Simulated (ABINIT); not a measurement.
# InSbSe3 (Pm-3m): from the cell to the phonon bands, part 2 of 5

How does InSbSe3 (Pm-3m) vibrate, and is this structure a minimum?

ABINIT 10.8.3; DFT LDA, scalar-relativistic, plane waves, HGH norm-conserving pseudopotentials.

So far. Step 4 (Relaxation): The volume changes by +0.1 % in this run and stands +9.6 % from the first cell. Step 5 (Self-consistent run for the response): The cell stands at -0.88 GPa: the relaxation ran with a smoothed and higher cutoff, and the difference is a stress of the finite basis. The relaxed cell has a = 5.214 Å (conventional setting).

The structure was built from a prototype and need not be the compound's stable phase.

## (6) Linear response at Γ

At q = 0 one unit cell holds all displacements. The response is solved for single atoms along the cell's directions, and symmetry skips those that follow from others. The crystal is treated as a metal, which screens a static field, so no field response is asked.

Input file dfpt_gamma.abi:

```

# common to the responses
getwfk_filepath "gso_WFK"
kptopt 2
nqpt 1
qpt 0.0 0.0 0.0
asr 0
chneut 0

# displacements
rfphon 1
rfatpol 1 5
rfdir 1 1 1
tolvrs 1.0d-10
prtwf 0

# basis, mesh and filling
ecut 20.0
ixc 7
ngkpt 4 4 4
nshiftk 1
shiftk 0.0 0.0 0.0
istwfk *1
occopt 6
tsmear 0.01
nband 20
nstep 100
diemac 1000000.0
prtebands 0
prtgsr 0
useylm 1

# cell and atoms
acell 3*1.0 Angstrom
rprim 
    5.213795305 0.0 0.0
    0.0 5.213795305 0.0
    0.0 0.0 5.213795305
ntypat 3
znucl 49 51 34
natom 5
typat 1 2 3 3 3
xred 
    0.0 0.0 0.0
    0.5 0.5 0.5
    0.5 0.5 0.0
    0.5 0.0 0.5
    0.0 0.5 0.5
pp_dirpath "./pseudo"
pseudos "In.hgh, Sb.hgh, Se.hgh"
```

The run is started by

```sh
> OMP_NUM_THREADS=1 mpirun -n 4 abinit dfpt_gamma.abi > dfpt_gamma.log
```

Numbers of over 12 decimals in the logs are rounded to 6 here.

dfpt_gamma.abo, the main output file:

```text
[banners, grids, parts of the stress and lines that vanish by symmetry left out]
- input  file    -> dfpt_gamma.abi
- output file    -> dfpt_gamma.abo
- root for input  files -> dfpt_gammai
- root for output files -> dfpt_gammao

 Symmetries : space group Pm -3 m (#221); Bravais cP (primitive cubic)
================================================================================
 Values of the parameters that define the memory need of the present run (RF).
     intxc =       0      iscf =       7    lmnmax =      14     lnmax =       6
     mgfft =      40  mpssoang =       3    mqgrid =    3001     natom =       5
  nloc_mem =       1    nspden =       1   nspinor =       1    nsppol =       1
      nsym =      48    n1xccc =       0    ntypat =       3    occopt =       6
   xclevel =       1
-    mband =          20        mffmem =           1         mkmem =           9
-   mkqmem =           9        mk1mem =           9           mpw =        4116
      nfft =       64000          nkpt =          36
- my_mband =          20
================================================================================
================================================================================

--------------------------------------------------------------------------------
------------- Echo of variables that govern the present computation ------------
--------------------------------------------------------------------------------
-
- outvars: echo of selected default values
-   iomode0 =  0 , fftalg0 =312 , wfoptalg0 =  0
-
- outvars: echo of global parameters not present in the input file
-  max_nthreads =    1
-
 -outvars: echo values of preprocessed input variables
 [... echo left out ...]
================================================================================

 chkinp: Checking input parameters for consistency.

[...]
== DATASET  1 ==================================================================
-   mpi_nproc: 4, omp_nthreads: 1 (-1 if OMP is not activated)

--- !DatasetInfo
iteration_state: {dtset: 1, }
dimensions: {natom: 5, nkpt: 36, mband: 20, nsppol: 1, nspinor: 1, nspden: 1, mpw: 4116, }
cutoff_energies: {ecut:  20.0, pawecutdg:  -1.0, }
electrons: {nelect:   2.60000000E+01, charge:   0.00000000E+00, occopt:   6.00000000E+00, tsmear:   1.00000000E-02, }
meta: {optdriver: 1, rfphon: 1, }
...

 mkfilename: getwfk from: gso_WFK

 Exchange-correlation functional for the present dataset will be:
  LDA: Perdew-Wang 92 LSD fit to Ceperley-Alder data - ixc=7
 Citation for XC functional:
  J.P.Perdew and Y.Wang, PRB 45, 13244 (1992)

 Real(R)+Recip(G) space primitive vectors, cartesian coordinates (Bohr,Bohr^-1):
 R(1)=  9.8526452  0.0000000  0.0000000  G(1)=  0.1014956  0.0000000  0.0000000
 R(2)=  0.0000000  9.8526452  0.0000000  G(2)=  0.0000000  0.1014956  0.0000000
 R(3)=  0.0000000  0.0000000  9.8526452  G(3)=  0.0000000  0.0000000  0.1014956
 Unit cell volume ucvol=  9.5644176E+02 bohr^3
 Angles (23,13,12)=  9.00000000E+01  9.00000000E+01  9.00000000E+01 degrees
 setup1 : take into account q-point for computing boxcut.

 getcut: wavevector=  0.0000  0.0000  0.0000  ngfft=  40  40  40
         ecut(hartree)=     20.000   => boxcut(ratio)=   2.01663

--- Pseudopotential description ------------------------------------------------
- pspini: atom type   1  psp file is ./pseudo/In.hgh

- pspini: atom type   2  psp file is ./pseudo/Sb.hgh

- pspini: atom type   3  psp file is ./pseudo/Se.hgh

   2.05970195E+03                                ecore*ucvol(ha*bohr**3)
--------------------------------------------------------------------------------

 ==>  initialize data related to q vector <==

 The list of irreducible perturbations for this q vector is:
    1)    idir= 1    ipert=   1
    2)    idir= 1    ipert=   2
    3)    idir= 1    ipert=   3
    4)    idir= 3    ipert=   3

[...]
The perturbation idir=   2  ipert=   1 is
 symmetric of a previously calculated perturbation.
 So, its SCF calculation is not needed.

 The perturbation idir=   3  ipert=   1 is
 symmetric of a previously calculated perturbation.
 So, its SCF calculation is not needed.

 The perturbation idir=   2  ipert=   2 is
 symmetric of a previously calculated perturbation.
 So, its SCF calculation is not needed.

 The perturbation idir=   3  ipert=   2 is
 symmetric of a previously calculated perturbation.
 So, its SCF calculation is not needed.

[...]
The perturbation idir=   2  ipert=   5 is
 symmetric of a previously calculated perturbation.
 So, its SCF calculation is not needed.

 The perturbation idir=   3  ipert=   5 is
 symmetric of a previously calculated perturbation.
 So, its SCF calculation is not needed.

--------------------------------------------------------------------------------
 Perturbation wavevector (in red.coord.)   0.000000  0.000000  0.000000
 Perturbation : displacement of atom   1   along direction   1
 Found     8 symmetries that leave the perturbation invariant.

[...]
dfpt_looppert : total number of electrons, from k and k+q
  fully or partially occupied states are    2.600000E+01 and    2.600000E+01.
 Initialisation of the first-order wave-functions :
  ireadwf=   0

--- !BeginCycle
iteration_state: {dtset: 1, }
solver: {iscf: 7, nstep: 100, nline: 4, wfoptalg: 0, }
tolerances: {tolvrs: 1.00E-10, }
...

     iter   2DEtotal(Ha)        deltaE(Ha) residm    vres2
-ETOT  1   15.643363834051     -4.015E+01 3.113E+00 4.460E+04
 ETOT  2 -0.474925     -1.612E+01 1.064E-01 1.142E+03
 ETOT  3 -0.917534     -4.426E-01 3.734E-02 1.350E+02
 ETOT  4 -0.962583     -4.505E-02 3.852E-03 1.385E+00
 ETOT  5 -0.962971     -3.877E-04 6.523E-04 9.994E-03
[...]
At SCF step   11       vres2   =  4.03E-11 < tolvrs=  1.00E-10 =>converged.
[...]
Mean square residual over all n,k,spin=   25.914E-12; max=  83.587E-10

 Thirteen components of 2nd-order total energy (hartree) are
 1,2,3: 0th-order hamiltonian combined with 1st-order wavefunctions
     kin0=   5.13537618E+01 eigvalue=   7.72070655E-01  local=  -1.33688856E+01
 4,5,6: 1st-order hamiltonian combined with 1st and 0th-order wfs
 loc psp =  -4.49045653E+01  Hartree=   9.63069564E+00     xc=  -5.99920994E+00
 note that "loc psp" includes a xc core correction that could be resolved
 7,8,9: eventually, occupation + non-local contributions
    edocc=   6.02167631E+00     enl0=   8.34292727E+00   enl1=  -6.86015073E+01
 1-9 gives the relaxation energy (to be shifted if some occ is /=2.0)
   erelax=  -5.67530364E+01
 10,11,12 Non-relaxation  contributions : frozen-wavefunctions and Ewald
 fr.local=  -6.39359827E+00 fr.nonlo=   3.28487419E+01  Ewald=   2.93349165E+01
 13,14 Frozen wf xc core corrections (1) and (2)
 frxc 1  =   0.00000000E+00  frxc 2 =   0.00000000E+00
 Resulting in :
 2DEtotal=   -0.9629763089E+00 Ha. Also 2DEtotal=   -0.262039202869E+02 eV
    (2DErelax=   -5.6753036387E+01 Ha. 2DEnonrelax=    5.5790060079E+01 Ha)
    (  non-var. 2DEtotal :   -9.6297622155E-01 Ha)

[...]
Perturbation wavevector (in red.coord.)   0.000000  0.000000  0.000000
 Perturbation : displacement of atom   2   along direction   1
 Found     8 symmetries that leave the perturbation invariant.

[...]
dfpt_looppert : total number of electrons, from k and k+q
  fully or partially occupied states are    2.600000E+01 and    2.600000E+01.
 Initialisation of the first-order wave-functions :
  ireadwf=   0

--- !BeginCycle
iteration_state: {dtset: 1, }
solver: {iscf: 7, nstep: 100, nline: 4, wfoptalg: 0, }
tolerances: {tolvrs: 1.00E-10, }
...

     iter   2DEtotal(Ha)        deltaE(Ha) residm    vres2
-ETOT  1   149.52474631596     -6.095E+01 1.333E+00 3.403E+05
[...]
At SCF step   12       vres2   =  6.42E-12 < tolvrs=  1.00E-10 =>converged.
[...]
Mean square residual over all n,k,spin=   11.311E-14; max=  28.166E-12

 Thirteen components of 2nd-order total energy (hartree) are
 1,2,3: 0th-order hamiltonian combined with 1st-order wavefunctions
     kin0=   1.66545512E+02 eigvalue=   1.16909544E+01  local=  -4.90492044E+01
 4,5,6: 1st-order hamiltonian combined with 1st and 0th-order wfs
 loc psp =  -2.23542649E+02  Hartree=   4.77628150E+01     xc=  -1.77969914E+01
 note that "loc psp" includes a xc core correction that could be resolved
 7,8,9: eventually, occupation + non-local contributions
    edocc=   1.66645699E+01     enl0=   3.35823289E+01   enl1=  -1.95257321E+02
 1-9 gives the relaxation energy (to be shifted if some occ is /=2.0)
   erelax=  -2.09399985E+02
 10,11,12 Non-relaxation  contributions : frozen-wavefunctions and Ewald
 fr.local=   6.84526358E+01 fr.nonlo=   9.73830344E+01  Ewald=   4.46400903E+01
 13,14 Frozen wf xc core corrections (1) and (2)
 frxc 1  =   0.00000000E+00  frxc 2 =   0.00000000E+00
 Resulting in :
 2DEtotal=    0.1075775391E+01 Ha. Also 2DEtotal=    0.292733396920E+02 eV
    (2DErelax=   -2.0939998508E+02 Ha. 2DEnonrelax=    2.1047576047E+02 Ha)
    (  non-var. 2DEtotal :    1.0757754703E+00 Ha)

[...]
Perturbation wavevector (in red.coord.)   0.000000  0.000000  0.000000
 Perturbation : displacement of atom   3   along direction   1
 Found     4 symmetries that leave the perturbation invariant.

[...]
dfpt_looppert : total number of electrons, from k and k+q
  fully or partially occupied states are    2.600000E+01 and    2.600000E+01.
 Initialisation of the first-order wave-functions :
  ireadwf=   0

--- !BeginCycle
iteration_state: {dtset: 1, }
solver: {iscf: 7, nstep: 100, nline: 4, wfoptalg: 0, }
tolerances: {tolvrs: 1.00E-10, }
...

     iter   2DEtotal(Ha)        deltaE(Ha) residm    vres2
-ETOT  1   296.45836552577     -2.782E+02 5.899E+00 6.669E+05
[...]
At SCF step   13       vres2   =  7.71E-12 < tolvrs=  1.00E-10 =>converged.
[...]
Mean square residual over all n,k,spin=   16.722E-14; max=  40.907E-12

 Thirteen components of 2nd-order total energy (hartree) are
 1,2,3: 0th-order hamiltonian combined with 1st-order wavefunctions
     kin0=   5.76823345E+02 eigvalue=   1.56273357E+01  local=  -3.53518535E+02
 4,5,6: 1st-order hamiltonian combined with 1st and 0th-order wfs
 loc psp =  -2.76908620E+02  Hartree=   1.47979959E+02     xc=  -5.28854277E+01
 note that "loc psp" includes a xc core correction that could be resolved
 7,8,9: eventually, occupation + non-local contributions
    edocc=   1.57929554E+01     enl0=   2.26886815E+02   enl1=  -8.76504276E+02
 1-9 gives the relaxation energy (to be shifted if some occ is /=2.0)
   erelax=  -5.76706448E+02
 10,11,12 Non-relaxation  contributions : frozen-wavefunctions and Ewald
 fr.local=   1.32152134E+02 fr.nonlo=   4.45187636E+02  Ewald=  -2.69829768E+00
 13,14 Frozen wf xc core corrections (1) and (2)
 frxc 1  =   0.00000000E+00  frxc 2 =   0.00000000E+00
 Resulting in :
 2DEtotal=   -0.2064976280E+01 Ha. Also 2DEtotal=   -0.561908671355E+02 eV
    (2DErelax=   -5.7670644840E+02 Ha. 2DEnonrelax=    5.7464147212E+02 Ha)
    (  non-var. 2DEtotal :   -2.0649761659E+00 Ha)

[...]
Perturbation wavevector (in red.coord.)   0.000000  0.000000  0.000000
 Perturbation : displacement of atom   3   along direction   3
 Found     8 symmetries that leave the perturbation invariant.

--------------------------------------------------------------------------------

--------------------------------------------------------------------------------

 dfpt_looppert : total number of electrons, from k and k+q
  fully or partially occupied states are    2.600000E+01 and    2.600000E+01.
 Initialisation of the first-order wave-functions :
  ireadwf=   0

--- !BeginCycle
iteration_state: {dtset: 1, }
solver: {iscf: 7, nstep: 100, nline: 4, wfoptalg: 0, }
tolerances: {tolvrs: 1.00E-10, }
...

     iter   2DEtotal(Ha)        deltaE(Ha) residm    vres2
-ETOT  1   466.02652521732     -1.083E+02 1.059E+00 9.679E+05
[...]
ETOT 11   5.127070     -6.821E-12 3.786E-10 4.296E-10
 ETOT 12   5.127070     -3.638E-12 1.025E-10 1.318E-11

 At SCF step   12       vres2   =  1.32E-11 < tolvrs=  1.00E-10 =>converged.
[...]
Mean square residual over all n,k,spin=   76.047E-14; max=  10.254E-11

 Thirteen components of 2nd-order total energy (hartree) are
 1,2,3: 0th-order hamiltonian combined with 1st-order wavefunctions
     kin0=   5.38006067E+02 eigvalue=   2.03263227E+01  local=  -3.12906277E+02
 4,5,6: 1st-order hamiltonian combined with 1st and 0th-order wfs
 loc psp =  -3.05671430E+02  Hartree=   1.59844992E+02     xc=  -5.14425346E+01
 note that "loc psp" includes a xc core correction that could be resolved
 7,8,9: eventually, occupation + non-local contributions
    edocc=   3.26741253E+01     enl0=   1.82651054E+02   enl1=  -8.32636067E+02
 1-9 gives the relaxation energy (to be shifted if some occ is /=2.0)
   erelax=  -5.69153749E+02
 10,11,12 Non-relaxation  contributions : frozen-wavefunctions and Ewald
 fr.local=   1.41766221E+01 fr.nonlo=   4.01655863E+02  Ewald=   1.58448334E+02
 13,14 Frozen wf xc core corrections (1) and (2)
 frxc 1  =   0.00000000E+00  frxc 2 =   0.00000000E+00
 Resulting in :
 2DEtotal=    0.5127069891E+01 Ha. Also 2DEtotal=    0.139514679109E+03 eV
    (2DErelax=   -5.6915374869E+02 Ha. 2DEnonrelax=    5.7428081859E+02 Ha)
    (  non-var. 2DEtotal :    5.1270699174E+00 Ha)

[...]
---- first-order wavefunction calculations are completed ----

 ==> Compute Derivative Database <==

 [... matrices left out ...]
  Phonon wavevector (reduced coordinates) :  0.00000  0.00000  0.00000
 Phonon energies in Hartree :
  -4.583179E-04 -4.583179E-04 -4.583179E-04 -4.225487E-04 -4.225487E-04
  -4.225487E-04 -2.211683E-04 -2.211683E-04 -2.211683E-04  1.464816E-05
   1.464816E-05  1.464816E-05  7.149849E-04  7.149849E-04  7.149849E-04
 Phonon frequencies in cm-1    :
- -1.005892E+02 -1.005892E+02 -1.005892E+02 -9.273872E+01 -9.273872E+01
- -9.273872E+01 -4.854084E+01 -4.854084E+01 -4.854084E+01  3.214900E+00
-  3.214900E+00  3.214900E+00  1.569210E+02  1.569210E+02  1.569210E+02

== END DATASET(S) ==============================================================
================================================================================

 -outvars: echo values of variables after computation
            acell      1.8897261259E+00  1.8897261259E+00  1.8897261259E+00 Bohr
           etotal      5.1270698908E+00
            fcart      0.0000000000E+00  0.0000000000E+00  0.0000000000E+00
           strten      0.0000000000E+00  0.0000000000E+00  0.0000000000E+00
================================================================================
```

It took 70 s on 4 MPI ranks of Arm Neoverse V1, shared host.

Numbers from this step:

```
largest acoustic frequency at the zone centre before the sum rule : 3.21 cm⁻¹
highest optical zone-centre mode (no LO-TO term)                  : 156.9 cm⁻¹
lowest optical zone-centre mode                                   : -100.6 cm⁻¹
```

The acoustic modes at Γ come out as far as 3.2 cm⁻¹ from zero, where they should vanish, a small numerical error. The lowest optical mode is imaginary, 101i cm⁻¹, an instability at this level and on this k mesh.

(Continued in part 3 of 5.)

[Host names and launcher messages were left out of these logs when they were recorded.]

[Logs are printed without paths, hosts, clocks, repeated set-up lines and the standing remarks that a program may print on its own settings, such as how far it seeks lower states.]

[Hosts, paths, dates, database ids (printed as entryN), source tags and the programs' standing remarks are cut or masked in the printed files.]
